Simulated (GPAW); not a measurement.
Consider VCrB2 (Amm2).

```
Cr V B
1.0
     2.92809    0.00000    0.00000
     0.00000    1.48649    3.94873
     0.00000   -1.48649    3.94873
Cr V B
1 1 2
Direct
  0.00000 0.85370 0.85370
  0.50000 0.14781 0.14781
  0.50000 0.43574 0.43574
  0.00000 0.56275 0.56275
```

Absorber: atom 3, with 2 B at 1.77 Å, 4 Cr at 2.18 Å, 2 V at 2.24 Å and 1 V at 2.27 Å (9-fold, site symmetry mm2). Method: GPAW, LDA, excited-electron core hole (neutral cell), 16-atom cell with 5.1 Å between holes, 4×4×4 k points, dipole transitions, Gaussian full width 0.9 eV up to 4 eV, rising linearly to 3.5 eV at 25 eV.

Where do the maxima of the B K edge fall?

Main maxima up to 24 eV above the zero (height): 3.9 eV (1.72), 8.0 eV (1.49) and 17.0 eV (0.81). A K edge sees empty p states on the absorber. The total-energy difference is 185.04 eV. The functional leaves an error in such absolute values: in the free atom LDA prices this hole 2.2 eV below PBE (computed apart), and PBE is itself good to a few eV.

The B K spectrum (energy from the lowest empty level; intensity scaled to a mean of 1 over the first 20 eV; polarised curves are means over the symmetry-equivalent atoms):

```csv
E (eV),isotropic,ε ∥ x,ε ∥ y,ε ∥ z
-2.0,0.00,0.00,0.00,0.00
-1.0,0.00,0.00,0.00,0.00
0.0,0.33,0.39,0.36,0.23
1.0,0.76,0.97,0.70,0.63
2.0,0.94,1.33,0.66,0.84
3.0,1.33,1.19,1.38,1.43
4.0,1.71,0.61,2.45,2.08
5.0,1.39,0.12,3.02,1.04
6.0,0.81,0.19,1.65,0.59
7.0,0.93,1.50,0.50,0.80
8.0,1.49,2.51,0.23,1.73
9.0,1.33,1.90,0.25,1.86
10.0,1.30,1.71,0.36,1.84
11.0,1.16,1.55,0.71,1.23
12.0,0.93,1.25,0.84,0.71
13.0,0.78,0.99,0.85,0.50
14.0,0.80,0.93,0.91,0.55
15.0,0.73,0.74,0.87,0.57
16.0,0.75,0.66,0.94,0.66
17.0,0.81,0.71,0.98,0.75
18.0,0.75,0.70,0.89,0.66
19.0,0.67,0.68,0.79,0.53
20.0,0.59,0.68,0.63,0.47
21.0,0.48,0.60,0.41,0.45
22.0,0.39,0.46,0.26,0.45
23.0,0.38,0.38,0.26,0.49
24.0,0.42,0.35,0.37,0.55
25.0,0.47,0.35,0.48,0.59
26.0,0.52,0.37,0.55,0.63
27.0,0.56,0.43,0.59,0.67
28.0,0.59,0.48,0.62,0.68
29.0,0.58,0.49,0.62,0.65
30.0,0.54,0.48,0.58,0.57
31.0,0.49,0.45,0.54,0.49
32.0,0.46,0.41,0.51,0.45
```

The hole lies in one spin channel, while the script sums the empty states of both and takes the lower zero; where the two channels are split, this blurs and shifts the curve. The crystal has 2 inequivalent B sites and not all are shown here, while a measurement adds them all. The starting moments shrank to 0.00 μB or less, so this is hardly a magnetic state. The holes are only 5.1 Å apart, so the shape is probably not converged with cell size; no larger cell was run here. The mesh is coarse (0.33 Å⁻¹ between points), so small maxima may be mesh ripples. The structure is a computed Materials Project entry and may be a hypothetical form.

[Banner, clock and machine lines of the logs are left out without a mark of their own.]

[Logs are printed without paths, hosts, clocks, repeated set-up lines and the standing remarks that a program may print on its own settings, such as how far it seeks lower states.]

[Hosts, paths, dates, database ids (printed as entryN), source tags and the programs' standing remarks are cut or masked in the printed files.]

[Lists of maxima count a maximum above −3 eV only where it reaches 4 % of the highest in the window and stands out from its surroundings by 2 % of it (1.5 % where it reaches 55 %); shoulders and weaker maxima are passed over, and of the rest the first, up to two pre-edge ones and the few strongest are named.]
